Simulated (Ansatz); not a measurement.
# Phonon transport in ZnO (zincite, P6_3mc), part 2 of 3

Wanted: κ(T), lifetimes and mean free paths for ZnO (zincite).

Measurements to reproduce:
- thermal conductivity 60 W/m/K near room temperature (given in “Combining the AFLOW GIBBS and Elastic Libraries to efficiently and robustly screen thermo-mechanical properties of solids”, 2017, arXiv:1611.05714)

Ansatz 0.2.0; DFT LDA, scalar-relativistic, plane waves, PAW; PAW set soft_1.

So far. Step 2 (Probe on a coarse mesh): The start is under -7.1 GPa at this level and looks like an insulator or semiconductor on this mesh. Step 4 (Tight relaxation): The residual pressure is -0.0052 GPa, small enough for phonons. The relaxed cell has a = 3.187, c = 5.152 Å (conventional setting).

## (5) Third-order constants on small settings

A small supercell and a short cutoff cost little, and show how far such settings carry.

Contents of input.yaml:

```yaml
crystal:
  lattice:
    - [3.1874549898, 0.0, 0.0]
    - [-1.5937274949, 2.7604169946, 0.0]
    - [0.0, 0.0, 5.1524030769]
  atoms:
    - { symbol: Zn, position: [0.3333333333, 0.6666666667, 0.5002724439] }
    - { symbol: Zn, position: [0.6666666667, 0.3333333333, 0.0002724439] }
    - { symbol: O, position: [0.6666666667, 0.3333333333, 0.3787375561] }
    - { symbol: O, position: [0.3333333333, 0.6666666667, 0.8787375561] }
kpoints:
  mp_grid: { grid: [10, 10, 6] }
hamiltonian:
  xc: lda
  pseudopotentials: { kind: paw, azcp: { folder: soft_1 }, xc_functional: pbe }
scf:
  occupations: { method: fixed }
  lower_state_search: "off"
output:
  eigenvalues: true
phonons:
  method: fd
  dielectric: true
  supercell: [2, 2, 2]
  temperatures: { t_max: 1000, t_step: 50 }
  qpath:
    path:
      - [[0.0, 0.0, 0.0], [0.5, 0.0, 0.0], [0.33333333, 0.33333333, 0.0], [0.0, 0.0, 0.0], [0.0, 0.0, 0.5], [0.5, 0.0, 0.5], [0.33333333, 0.33333333, 0.5], [0.0, 0.0, 0.5]]
      - [[0.5, 0.0, 0.5], [0.5, 0.0, 0.0]]
      - [[0.33333333, 0.33333333, 0.0], [0.33333333, 0.33333333, 0.5]]
    npoints: 10
  third_order: { supercell: [2, 2, 2], pair_cutoff: 2.1 }
  lattice_thermal_conductivity:
    qmesh: [13, 13, 7]
    temperatures: [100.0, 150.0, 200.0, 300.0, 400.0, 500.0, 600.0, 800.0]
    isotope_mass_variance:
      - { species: O, variance: 3.359e-05 }
      - { species: Zn, variance: 0.0005982 }
```

The run is started by

```bash
$ ansatz run input.yaml --threads 18 --pin off --max-ram 92160MiB --backend cuda --events-out ev --progress --plain --runs-dir out --max-vram 78GiB
```

Numbers of over 12 decimals in the logs are rounded to 6 here.

Log:

```text
Warning: phonons: the dynamical matrix that this run interpolates holds no multipole term above the dipole-dipole one, and a site of this crystal is no centre of inversion, so its interpolated transverse optical and acoustic branches and sound speeds can stay off near Gamma, and the density of states and the thermodynamics with them. What a run solves at a wave vector of phonons.qpoints, Gamma apart, where the deck admits one, is free of this, and under fd what a larger phonons.supercell samples
Warning: phonons.dielectric: true without phonons.rigid_motions: the static dielectric tensor ε⁰ will be withheld (ε∞, Z* and the rows of modes are given); for a crystal or a slab, whose only rigid motions are the translations, set phonons.rigid_motions: translations
[...]
Crystal: 32 atoms, lattice volume = 362.676 Å³
Basis set: ecut = 420 eV, 7067 PW (Γ)
Bands: 176, of which v1, the nominal top of the filled ones, is band 144 counted from 1 (143 counted from 0)
Symmetry: 96 space group operations
k-points: 10 of 75 (time reversal used)
[...]
SCF iter   1: F=—  HF=-60831.643542 eV  |F-HF|=—  |Δ(HF+E_count)|=         —  Δρ=6.76e-8  dr2=1.57e-11  ethr=1.00e-12  ⟨swp⟩=3.0  Hψ=4378  notcnv=0
[...]
SCF iter   2: F=-60831.643542 eV  HF=-60831.643542 eV  |F-HF|=1.46e-11  |Δ(HF+E_count)|=    0.00e0  Δρ=4.02e-8  dr2=6.58e-12  ethr=1.00e-12  ⟨swp⟩=3.0  Hψ=3533  notcnv=0
SCF 1 converged in 2 iterations: F = -60831.643542 eV  dr2 = 6.58e-12
[...]
Crystal: 4 atoms, lattice volume = 45.334 Å³
Basis set: ecut = 420 eV, 881 PW (Γ), exchange–correlation on 48×48×72 points (8 copies of the dense FFT grid, shifted against one another)
Bands: 22, of which v1, the nominal top of the filled ones, is band 18 counted from 1 (17 counted from 0)
Symmetry: 12 space group operations
k-points: 172 of 600 (irreducible under 2 space group operations, time reversal used)
[...]
SCF iter   1: F=—  HF=-7603.955316 eV  |F-HF|=—  |Δ(HF+E_count)|=         —  Δρ=1.12e-6  dr2=3.74e-10  ethr=1.52e-7  ⟨swp⟩=3.2  Hψ=29327  notcnv=0  defer=344
[...]
SCF 2 converged in 3 iterations: F = -7603.955444 eV  dr2 = 8.36e-11
[...]
SCF 1 converged in 5 iterations: F = -7603.957678 eV  dr2 = 1.17e-8
[...]
Born effective charges Z* (e; rows j = field, columns β = displacement):
    site 0:
         2.07838    0.00000    0.00000
         0.00000    2.07838    0.00000
         0.00000    0.00000    2.13531
    site 1:
         2.07838    0.00000    0.00000
         0.00000    2.07838    0.00000
         0.00000    0.00000    2.13531
    site 2:
        -2.07838   -0.00000   -0.00000
        -0.00000   -2.07838   -0.00000
        -0.00000   -0.00000   -2.13531
    site 3:
        -2.07838   -0.00000    0.00000
        -0.00000   -2.07838   -0.00000
        -0.00000   -0.00000   -2.13531
  Z* charge neutrality: 1.215e-3 e pre-enforcement
  solved inside a basis spanned on the 10×10×6 k-mesh, on 12×12×8 k-points transformed towards the longest dipole: ε∞ is read to err by 1.4e-2, Z* by 1.3e-2 e; Z* is corrected for what the basis lacks
  optical modes at Γ without the LO–TO term, one row a degenerate level:
      ω (cm⁻¹)  modes    IR ((D/Å)²/amu)
         90.01      2             0.0000
        260.89      1             0.0000
        389.94      1            16.3677
        408.53      2            31.0132
        441.22      2             0.0000
        552.91      1             0.0000
  optical modes at Γ + LO–TO along q̂ = [1.0000, 0.0000, 0.0000]:
      ω (cm⁻¹)  modes    IR ((D/Å)²/amu)
         90.01      2             0.0000
        260.89      1             0.0000
        389.94      1            16.3677
        408.53      1            15.5066
        441.22      2             0.0000
        552.91      1             0.0000
        557.62      1            15.5066
  optical modes at Γ + LO–TO along q̂ = [0.0000, 1.0000, 0.0000]:
      ω (cm⁻¹)  modes    IR ((D/Å)²/amu)
         90.01      2             0.0000
        260.89      1             0.0000
        389.94      1            16.3677
        408.53      1            15.5066
        441.22      2             0.0000
        552.91      1             0.0000
        557.62      1            15.5066
  optical modes at Γ + LO–TO along q̂ = [0.0000, 0.0000, 1.0000]:
      ω (cm⁻¹)  modes    IR ((D/Å)²/amu)
         90.01      2             0.0000
        260.89      1             0.0000
        408.53      2            31.0132
        441.22      2             0.0000
        549.99      1            16.3677
        552.91      1             0.0000
  density of states and harmonic sums: on the 22×22×12 q-mesh, interpolated from the force constants of a 2×2×2 supercell (with the dipole–dipole term)
  largest difference from the sums on the solved wave vectors: F 4.91e-2 eV, S 8.16e-5 and C_V 3.20e-5 eV/K
  zero-point energy: 0.239562 eV/cell   skipped modes (ω ≤ 0): 3   left out of the sums: 4.30e-5 of the cell's modes: C_V's classical limit lies that fraction below 3 k_B per atom; for a crystal, a wire or a layer, F and S can be off by more, and a phonons.interpolated_qmesh denser along its periods is the remedy for the sampling
--- Third-order force constants: 124 member SCFs in a 2×2×2 supercell (pair cutoff 2.100 Å, amplitude 0.03 Å, SCF threshold 1.00e-9 eV, Σ member SCF iterations 1224) ---
  symmetry images taken by strict's conditions (phonons.symmetry_images: auto; settled by the asymmetry read); asymmetry of the core-correction force 2.6e-7 eV/Å at the most on a site, 4.3e-6 eV/Å summed over every site of the supercell
  52 force-constant blocks with the first atom in the home cell, fitted with 34 parameters over 6 symmetry orbits; no atom triplet left out
  sum-rule residual: 2.173e0 → 5.961e-14 eV/Å³; symmetrization residual: 8.243e-2 eV/Å³; largest sum-rule correction relative to its orbit: 4.595e-2, on the orbit of the block of home site 2 with site 2 of cell (0, 0, 0) and site 2 of cell (0, 0, 0), whose norm before the correction was 1.158e2 eV/Å³
--- Lattice thermal conductivity: 13×13×7 mesh (84 irreducible points), tetrahedron method ---
  three-phonon and isotope scattering only; four-phonon, boundary and, in a metal, phonon-electron scattering are left out
  each conductivity is what the modes' populations carry and what the coherences between them add
  conductivity (a third of the tensor's trace), W/(m K), in the relaxation-time approximation and from the full solution:
       T (K)   relaxation time   full solution  iterations             ending  least Ritz value
      100.00          125.0694        126.4445           6          converged          8.055e-1
      150.00           85.3004         85.9702           7          converged          7.677e-1
      200.00           63.2542         63.7068           7          converged          7.564e-1
      300.00           41.4254         41.7308           7          converged          7.420e-1
      400.00           30.9393         31.1795           7          converged          7.344e-1
      500.00           24.7879         24.9874           7          converged          7.299e-1
      600.00           20.7291         20.8999           7          converged          7.271e-1
      800.00           15.6808         15.8135           7          converged          7.236e-1
```

It took 2.6 min on 1 × NVIDIA GB200 with 18 threads of Arm Neoverse V2, shared host; peak memory 2.4 GiB.

This step gave:

| Item | Value |
| --- | --- |
| lowest frequency on the path | 0 cm⁻¹ |
| zero-point energy | 0.2396 eV/cell |
| point group | 6mm |
| highest frequency | 557.6 cm⁻¹ |
| Debye temperature from the second moment | 682 K |
| κ at 300 K (relaxation time) | 41.42 W/m/K |
| κ at 300 K (full solution) | 41.73 W/m/K |
| dipole term | run |
| mean free path at half of κ | 46.7 nm |
| share of κ above the three lowest branches | 0.302 |
| third-order blocks | 52 |
| periodic aliases dropped | 0 |
| largest relative sum-rule correction | 0.04595 |
| displaced cells, third order | 124 |

W/m/K. Kappa, by row:

```tsv
T (K)	RTA xx	RTA yy	RTA zz	full xx	full yy	full zz	coherence part xx	coherence part yy	coherence part zz	ending	iterations	least Ritz value
100	119.9	119.9	135.5	122.5	122.5	134.4	0.1687	0.1687	0.006346	converged	6	0.805
150	82.66	82.66	90.59	84.07	84.07	89.77	0.1695	0.1695	0.01818	converged	7	0.768
200	61.62	61.62	66.53	62.62	62.62	65.87	0.1659	0.1659	0.03423	converged	7	0.756
300	40.53	40.53	43.21	41.22	41.22	42.76	0.1669	0.1669	0.06534	converged	7	0.742
400	30.33	30.33	32.16	30.86	30.86	31.82	0.1737	0.1737	0.09006	converged	7	0.734
500	24.32	24.32	25.72	24.76	24.76	25.44	0.1828	0.1828	0.1097	converged	7	0.73
600	20.35	20.35	21.48	20.72	20.72	21.25	0.1926	0.1926	0.1261	converged	7	0.727
800	15.41	15.41	16.22	15.7	15.7	16.05	0.2126	0.2126	0.1532	converged	7	0.724
```

This rung gives 41.4 W/(m K) at 300 K by relaxation time, but with 32 atoms, 1 neighbour distance inside the cutoff and a 13×13×7 mesh it is a test, not the conductivity of the crystal.

(Part 2 of 3 ends here.)

[Logs are printed without paths, hosts, clocks, repeated set-up lines and the standing remarks that a program may print on its own settings, such as how far it seeks lower states.]

[Hosts, paths, dates, database ids (printed as entryN), source tags and the programs' standing remarks are cut or masked in the printed files.]

[A step with changed settings may run another functional than the one named; its input shows which.]
